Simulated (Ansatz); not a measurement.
## Cs2AgBiBr6 (Fm-3m): a many-body input that goes wrong, and its mend

A first try at the G0W0 gap of Cs2AgBiBr6 (Fm-3m), what the program said, and an input that works.

Program: Ansatz 0.2.0. Level of theory: G0W0 on PBE, plane waves, PAW. Results are calculated unless marked as measured.

In doubt: one-shot GW on d or f shells is unsure, so the values of those runs are not to be relied on.

**1. The starting structure**

The structure is cubic, space group Fm-3m (No. 225). Conventional cell: a = 11.232 Å, b = 11.232 Å, c = 11.232 Å, α = 90.00°, β = 90.00°, γ = 90.00°. Nearest to Cs lie 12 Br at 3.97 Å. Ag has 6 Br at 2.80 Å nearest. Nearest to Bi lie 6 Br at 2.81 Å. Br has 1 Ag at 2.80 Å and 1 Bi at 2.81 Å and 4 Cs at 3.97 Å nearest. Farther neighbours and most contacts between anions are not listed.

The cell and positions come from the Crystallography Open Database and are kept as given unless a step says otherwise. Spin-orbit coupling is left out unless a step names it. The default PAW set here is soft_2. Its files were made with PBE.

**2. First try**

input.yaml reads:

```yaml
crystal:
  lattice:
    - [0.0, 5.6161, 5.6161]
    - [5.6161, 0.0, 5.6161]
    - [5.6161, 5.6161, 0.0]
  atoms:
    - { symbol: Cs, position: [0.25, 0.25, 0.25] }
    - { symbol: Cs, position: [0.75, 0.75, 0.75] }
    - { symbol: Ag, position: [0.5, 0.5, 0.5] }
    - { symbol: Bi, position: [0.0, 0.0, 0.0] }
    - { symbol: Br, position: [0.25055, 0.74945, 0.25055] }
    - { symbol: Br, position: [0.25055, 0.74945, 0.74945] }
    - { symbol: Br, position: [0.74945, 0.25055, 0.74945] }
    - { symbol: Br, position: [0.74945, 0.25055, 0.25055] }
    - { symbol: Br, position: [0.25055, 0.25055, 0.74945] }
    - { symbol: Br, position: [0.74945, 0.74945, 0.25055] }
kpoints:
  mp_grid: { grid: [1, 1, 1] }
hamiltonian:
  xc: pbe
scf:
  occupations: { method: fixed }
gw:
  n_empty_bands: 373
  ecut_chi: 60
  qp_bands: [v3, c3]
  qp_kpoints: band_edges
  screening: { model: contour_deformation }
```

Command:

```sh
$ ansatz run input.yaml --threads 3 --pin off --max-ram 92160MiB --backend cuda --events-out ev --progress --plain --runs-dir out --devices 1 --max-vram 13GiB  # rebuilt from the run's record
```

Numbers of over 12 decimals in the logs are rounded to 6 here.

What it wrote:

```text
GPUs: using 1 of 1 available (devices: 1).
Engine: ansatz 0.2.0, x86_64-unknown-linux-gnu
Pseudopotentials: kind: paw
Pseudopotential: Cs, paw, valence charge 9, recommended cutoff 420 eV (normal), Cs.paw.azcp
Pseudopotential: Ag, paw, valence charge 19, recommended cutoff 420 eV (normal), Ag.paw.azcp
Pseudopotential: Bi, paw, valence charge 15, recommended cutoff 420 eV (normal), Bi.paw.azcp
Pseudopotential: Br, paw, valence charge 7, recommended cutoff 420 eV (normal), Br.paw.azcp
Functional definition: PBE
  parameter kappa = 0.804
  parameter beta = 0.066725
  exchange = pbe_x(kappa = kappa, mu = beta*pi^2/3)
  correlation = pbe_c(beta = beta)
device memory: the entry about to start is reckoned to put 1.9 GiB on a device that reports 18.7 GiB free (of which the cap on the GPU budget leaves the run 13.0 GiB)
GPU FFT provider: cuFFT
GPU libraries: cuBLAS 13.8.2, cuFFT 12.4.0, cuSOLVER 12.3.4
Crystal: 10 atoms, lattice volume = 354.270 Å³
Basis set: ecut = 420 eV, 6879 PW (Γ)
Bands: 57, of which v1, the nominal top of the filled ones, is band 47 counted from 1 (46 counted from 0)
Symmetry: 48 space group operations
Space group: Fm-3m (ITA 225), of the structure as read, at distance tolerance 7.1e-5 Å
k-points: 1
Non-local potential: Cs, projectors of the file, l = 0: 3, l = 1: 2, l = 2: 2, l = 3: 2
Non-local potential: Ag, projectors of the file, l = 0: 3, l = 1: 2, l = 2: 2, l = 3: 1
Non-local potential: Bi, projectors of the file, l = 0: 2, l = 1: 2, l = 2: 2, l = 3: 2
Non-local potential: Br, projectors of the file, l = 0: 2, l = 1: 2, l = 2: 2
PAW form: soft (Blöchl's): semilocal exchange-correlation on the pseudo side does not see the compensation charge
PAW one-centre angular grid: Cs, 194 points (default); XC on 64 Gauss nodes
PAW one-centre angular grid: Ag, 590 points (default); XC on 64 Gauss nodes
PAW one-centre angular grid: Bi, 590 points (default); XC on 64 Gauss nodes
PAW one-centre angular grid: Br, 110 points (default); XC on 64 Gauss nodes
Initial density: superposition of atomic densities (neutral atoms: chi_scale 0, normalization atom), corrected by the library's trained network
Initial wavefunctions: pseudopotential atomic-orbital guess
GPU buffer pool allocated for 157464 grid points (all kernels)
GPU transforms: local potential and band sums: pruned to the plane-wave sphere, on 54×54×54
Functional: x = pbe(κ = 0.804, μ = 0.219515), c = pbe(β = 0.066725)
SCF iter   1: F=—  HF=-48035.750432 eV  |F-HF|=—  |Δ(HF+E_count)|=         —  Δρ=7.17e-3  dr2=3.78e-1  ethr=1.77e-3  ⟨swp⟩=5.0  Hψ=191  notcnv=0  defer=7
preconditioner: auto → Resta (q_TF=auto, 2.187 Å⁻¹)  ε∞=4.0  [insulator: Δε(μ)=2.989 eV  Ē_g=9.590 eV  n_scr=58 (ndim 8)  ℏωp=16.7 eV  f_vac=0.040  ε∞_Penn≈4.0]
SCF iter   2: F=—  HF=-48035.659675 eV  |F-HF|=—  |Δ(HF+E_count)|=   9.08e-2  Δρ=3.16e-3  dr2=5.91e-2  ethr=4.02e-4  ⟨swp⟩=3.0  Hψ=102  notcnv=0  defer=7
SCF iter   3: F=—  HF=-48035.649377 eV  |F-HF|=—  |Δ(HF+E_count)|=   1.03e-2  Δρ=1.21e-3  dr2=9.11e-3  ethr=6.28e-5  ⟨swp⟩=2.0  Hψ=90  notcnv=0  defer=7
SCF iter   4: F=—  HF=-48035.650084 eV  |F-HF|=—  |Δ(HF+E_count)|=   7.06e-4  Δρ=5.89e-4  dr2=1.52e-3  ethr=9.69e-6  ⟨swp⟩=2.0  Hψ=74  notcnv=0  defer=7
SCF iter   5: F=—  HF=-48035.650197 eV  |F-HF|=—  |Δ(HF+E_count)|=   1.14e-4  Δρ=1.61e-4  dr2=1.90e-4  ethr=1.61e-6  ⟨swp⟩=2.0  Hψ=98  notcnv=0  defer=7
SCF iter   6: F=—  HF=-48035.650235 eV  |F-HF|=—  |Δ(HF+E_count)|=   3.75e-5  Δρ=4.47e-5  dr2=1.32e-5  ethr=2.02e-7  ⟨swp⟩=2.0  Hψ=81  notcnv=0  defer=7
SCF iter   7: F=—  HF=-48035.650240 eV  |F-HF|=—  |Δ(HF+E_count)|=   5.26e-6  Δρ=1.16e-5  dr2=4.70e-7  ethr=1.41e-8  ⟨swp⟩=2.0  Hψ=78  notcnv=0  defer=6
SCF iter   8: F=-48035.650241 eV  HF=-48035.650241 eV  |F-HF|=1.57e-8  |Δ(HF+E_count)|=   8.25e-7  Δρ=2.42e-6  dr2=2.69e-8  ethr=1.06e-10  ⟨swp⟩=16.0  Hψ=342  notcnv=0
SCF 1 converged in 8 iterations: F = -48035.650241 eV  dr2 = 2.69e-8
[...]
device memory: the entry about to start is reckoned to put 2.2 GiB on a device that reports 19.7 GiB free (of which the cap on the GPU budget leaves the run 13.0 GiB)
NSCF: frozen V_eff on 1 k-points
[...]
device memory: the entry about to start is reckoned to put 1.8 GiB on a device that reports 19.7 GiB free (of which the cap on the GPU budget leaves the run 13.0 GiB)
NSCF: frozen V_eff on 1 k-points
G₀W₀ screening: q 1/1
G₀W₀ self-energy: k 1/1
device memory: the entry about to start is reckoned to put 1.4 GiB on a device that reports 18.0 GiB free (of which the cap on the GPU budget leaves the run 13.0 GiB)
NSCF: frozen V_eff on 1 k-points
device memory: the entry about to start is reckoned to put 1.4 GiB on a device that reports 17.8 GiB free (of which the cap on the GPU budget leaves the run 13.0 GiB)
NSCF: frozen V_eff on 1 k-points
device memory: the entry about to start is reckoned to put 1.4 GiB on a device that reports 17.7 GiB free (of which the cap on the GPU budget leaves the run 13.0 GiB)
NSCF: frozen V_eff on 1 k-points
device memory: the entry about to start is reckoned to put 1.4 GiB on a device that reports 17.4 GiB free (of which the cap on the GPU budget leaves the run 13.0 GiB)
NSCF: frozen V_eff on 1 k-points
SCF converged after 8 iterations
Free energy (F): -48035.650241 eV
Harris-Foulkes:  -48035.650241 eV  (|F-HF|=1.57e-8)
Internal energy: -48035.650241 eV  (E = F + TS)
E sigma→0 (E₀):  -48035.650241 eV
Fermi energy:    4.073049 eV
--- Per-component energies (eV) ---
  E_band       = -779.814482
  E_kinetic    = 1932.506642
  E_local      = -8338.267105  (includes V_loc(G=0)·N_el)
  E_nonlocal   = 1130.975613
  E_hartree    = 3285.410591
  E_xc         = -2278.165095
  E_vxc        = -1260.838513  (∫ρ·V_xc dr)
  E_paw        = -38182.142442  (= ΣΔE_a)
  E_vpaw       = -815.024987  (= ΣTr[D̂ρ^β])
  E_aug_tail   = -0.000085  (compensation charges beyond the density's cutoff)
  E_ewald      = -5585.968359
  E_smearing   = -0.000000  (= −TS)
  E_closure    = -0.000000  (closes the sum)
  Σ components = -48035.650241   (vs F -48035.650241, Δ=0.00e0)
--- Band table (eV) ---
  k-point 0: bands = [... 43 lower, 3.4643, 3.4643, 4.0730, 4.0730, 6.8315, 6.8315, 6.8315, 8.1509, ... 6 higher]
--- G₀W₀: contour deformation, 6 samples at zero and on the imaginary axis and 1 off it, 1 q-point, 373 empty bands' worth ---
  eigenvalues of the whole cell's RPA ε∞ on this k-mesh (on a slab, of 1 + 4πα/V) = 9.6558, 9.6558, 9.6558; static W/v taken at q = 0 is 0.103565
  bands read: the sum over 420 bands ends inside a degenerate multiplet in 1 slot, whose members it reads at an even weight; the widest, k=0: bands 419 to 421 (counted from 1) at 2/3 each
  gw.qp_kpoints: band_edges: 1 of 1 stored k-point solved, in 1 pass; an edge of the gap read off the rows below is read off those points alone
    ik  band        ε_KS         Σx   Σc(E_QP)       V_xc       Z   E_QP_lin       E_QP  E_QP is
     0    45      3.4643   -20.3046     3.6385   -15.9902  0.7362     2.7757     2.7885  root
     0    46      4.0730   -27.6058     4.2862   -22.8698  0.7389     3.6184     3.6233  root
     0    47      4.0730   -27.6058     4.2862   -22.8698  0.7389     3.6184     3.6233  root
     0    48      6.8315    -8.9732    -3.9317   -13.3654  0.7622     7.2965     7.2919  root
     0    49      6.8315    -8.9732    -3.9317   -13.3654  0.7622     7.2965     7.2919  root
     0    50      6.8315    -8.9732    -3.9317   -13.3654  0.7622     7.2965     7.2919  root
```

It took 10 s on 1 × NVIDIA H100 80GB HBM3 (shared by 6 runs) with 3 threads of AMD EPYC 7R13 (Zen 3), shared host; peak memory 1.2 GiB.

The column dr2 measures how far the density is from self-consistency, as an energy; F and HF (Harris–Foulkes) agree once it is small.

Q: What is the fault?

The run ended normally, though the input holds a fault or crude settings.

The fault: one k-point. One point can't sample the density or the screening of a small cell, and the band edges may lie elsewhere in the zone.

It printed a gap of 3.67 eV, which is an artefact of the settings.

**3. A better input**

Now the one-shot GW correction: screening in the RPA, then the self-energy of the levels asked for.

Changes to input.yaml since step 2:

```diff
@@ -17,3 +17,3 @@
 kpoints:
-  mp_grid: { grid: [1, 1, 1] }
+  mp_grid: { grid: [2, 2, 2] }
 hamiltonian:
@@ -23,4 +23,4 @@
 gw:
-  n_empty_bands: 373
-  ecut_chi: 60
+  n_empty_bands: 491
+  ecut_chi: 72
   qp_bands: [v3, c3]
```

What it wrote:

```text
GPUs: using 1 of 1 available (devices: 1).
[...]
GPU FFT provider: cuFFT
GPU libraries: cuBLAS 13.8.2, cuFFT 12.4.0, cuSOLVER 12.3.4
Crystal: 10 atoms, lattice volume = 354.270 Å³
Basis set: ecut = 420 eV, 6879 PW (Γ)
Bands: 57, of which v1, the nominal top of the filled ones, is band 47 counted from 1 (46 counted from 0)
[... 1 set-up line as in the run before ...]
[...]
k-points: 3 of 8
[...]
GPU buffer pool allocated for 157464 grid points (all kernels)
[...]
SCF iter   1: F=—  HF=-48038.825932 eV  |F-HF|=—  |Δ(HF+E_count)|=         —  Δρ=6.39e-4  dr2=2.60e-3  ethr=1.77e-3  ⟨swp⟩=5.3  Hψ=594  notcnv=0  defer=21
[...]
SCF iter   6: F=-48038.831664 eV  HF=-48038.831664 eV  |F-HF|=6.40e-9  |Δ(HF+E_count)|=   8.56e-7  Δρ=3.03e-6  dr2=4.31e-8  ethr=1.06e-10  ⟨swp⟩=17.7  Hψ=938  notcnv=0
SCF 1 converged in 6 iterations: F = -48038.831664 eV  dr2 = 4.31e-8
[...]
0    45      3.2209   -19.8580     2.9761   -16.0215  0.7464     2.3404     2.3605  root
     0    46      3.7748   -26.6134     3.4621   -22.6073  0.7436     3.2237     3.2309  root
     0    47      3.7748   -26.6134     3.4621   -22.6073  0.7436     3.2237     3.2309  root
     0    48      6.7482    -9.4779    -3.3149   -13.3134  0.7792     7.2742     7.2688  root
     0    49      6.7482    -9.4779    -3.3149   -13.3134  0.7792     7.2742     7.2688  root
     0    50      6.7482    -9.4779    -3.3149   -13.3134  0.7792     7.2742     7.2688  root
     1    45      3.0703   -18.7968     2.0111   -16.2431  0.7555     2.5206     2.5276  root
     1    46      3.1829   -23.2056     3.3616   -19.1260  0.7422     2.4490     2.4649  root
[...]
2    47      4.4673   -24.3395     2.5651   -21.3670  0.7586     4.0565     4.0598  root
     2    48      7.2559   -10.3862    -3.3895   -14.3640  0.7691     7.8525     7.8441  root
     2    49      7.2559   -10.3862    -3.3895   -14.3640  0.7691     7.8525     7.8441  root
     2    50      7.6269   -10.8628    -3.4825   -14.9798  0.7605     8.2732     8.2613  root
[key lines of the parts left out:]
SCF converged after 6 iterations
Free energy (F): -48038.831664 eV
Fermi energy:    4.467299 eV
```

Run time: 12 s. Hardware: 1 × NVIDIA H100 80GB HBM3 (shared by 6 runs) with 3 threads; peak memory 1.6 GiB; 17 s of CPU time.

This step gave:

```yaml
bands_summed: 538
rpa_eps_infinity_on_this_mesh_eigenvalues: 5.830, 5.830, 5.830
plane_waves_in_the_screening_matrix: 531
q_points_in_the_mesh: 8
g0w0_gap_on_the_mesh: 2.152 eV
k_of_the_valence_top: 0, -0.5, -0.5
k_of_the_conduction_bottom: 0, 0, -0.5
starting_gap_on_the_mesh: 1.234 eV
z_at_the_valence_top: 0.7586
z_at_the_conduction_bottom: 0.7828
least_direct_g0w0_gap_on_the_computed_points: 3.684 eV
```

The gap on the mesh goes from 1.23 eV to 2.15 eV, a correction of +0.92 eV. Between the two edge states, bare exchange in place of the xc potential would open the gap by 6.82 eV, and correlation takes back 5.90 eV.

**4. What came out**

```json
{"first try": "converged after 10 s", "better run": "G0W0 gap on the mesh 2.15 eV (2×2×2 mesh, 491 empty bands, screening to 72 eV)"}
```

In words: The second run differs in: mesh, empty bands and screening cutoff (eV). Bands and cutoff are finite, so the gap is not at the basis limit. The miss can reach some tenths of an eV and take either sign; the mesh is an error of its own. The 2×2×2 mesh is coarse for this cell (its supercell is 16 Å along the shortest edge). The RPA ε∞ on it, from the PBE start, is 5.83; such meshes misread the long-range screening, most where the gap is narrow. Where an edge is built on 6p states of lead, bismuth or thallium, scalar-relativistic gaps usually stand too wide, by a few tenths to over one eV. A d shell, filled or nearly so, lies near the gap. One-shot GW converges very slowly in bands there, not always from below, and on a semilocal start the gap tends to come out low; starts rich in exact exchange can overshoot instead. The many-body steps are scalar-relativistic: spin-orbit coupling is not in them.

[Paths, hosts, dates, memory and timing lines, banners, echoed tables and standing remarks are left out of the program output.]

[Logs are printed without paths, hosts, clocks, repeated set-up lines and the standing remarks that a program may print on its own settings, such as how far it seeks lower states.]

[Runs of the session that timed out or met a known fault of the program may be left out.]

[Cells called generated may have been cut or substituted from an entry of the Crystallography Open Database or the Materials Project.]

[Hosts, paths, dates, database ids (printed as entryN), source tags and the programs' standing remarks are cut or masked in the printed files.]
